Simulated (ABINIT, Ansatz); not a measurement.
An input for ABINIT 10.8.3 (AlGaAs2 (zincblende [001] superlattice) (P-4m2)):

The structure was built from a prototype and need not be the compound's stable phase.

```
acell 3*1.0 Angstrom
rprim 
  4.012070640132 0.000000000000 0.000000000000
  0.000000000000 4.012070640132 0.000000000000
  0.000000000000 0.000000000000 11.307870973057
ntypat 3
znucl 31 33 13
natom 8
typat 1 2 1 2 3 2 3 2
xred 
  0.000000000000 0.000000000000 0.062888263453
  0.500000000000 0.000000000000 0.187500000000
  0.500000000000 0.500000000000 0.312111736547
  0.000000000000 0.500000000000 0.437186699053
  0.000000000000 0.000000000000 0.562163356889
  0.500000000000 0.000000000000 0.687500000000
  0.500000000000 0.500000000000 0.812836643111
  0.000000000000 0.500000000000 0.937813300947
pp_dirpath "pseudos"
pseudos "Ga.upf, As.upf, Al.upf"
ecut 45
ngkpt 4 4 2
nshiftk 1
shiftk 0 0 0
kptopt 1
chksymbreak 0
istwfk *1
occopt 1
irdwfk 1
optdriver 4
nband 188
gwcalctyp 0
ecutsigx 45
symsigma 1
nkptgw 1
kptgw 
  0.0000000000 0.0000000000 0.0000000000
bdgw 
  69 72
ecuteps 5.2
irdscr 1
ppmodel 1
indata_prefix "in"
outdata_prefix "out"
tmpdata_prefix "tmp"
```

```sh
OMP_NUM_THREADS=1 mpirun -n 4 abinit run.abi > log
```

Question: Estimate wall time and host memory on 4 MPI ranks of AMD EPYC 9R45, shared host.

It took 41 s; on shared hardware allow 20 s to 81 s. Peak host memory was 7.3 GiB.

[Paths, hosts, dates, memory and timing lines, banners, echoed tables and standing remarks are left out of the program output.]

[Logs are printed without paths, hosts, clocks, repeated set-up lines and the standing remarks that a program may print on its own settings, such as how far it seeks lower states.]

[Runs of the session that timed out or met a known fault of the program may be left out.]

[Hosts, paths, dates, database ids (printed as entryN), source tags and the programs' standing remarks are cut or masked in the printed files.]

[G0W0 gaps are taken among the corrected bands and points alone; a level outside them can change the order at an edge.]

[Where Ansatz stands beside ABINIT at settings called matched, ABINIT's density can come from a denser mesh and the files from another edition; pairs whose starting gaps differed by over 0.03 eV were left out, so agreement reads better than it is.]
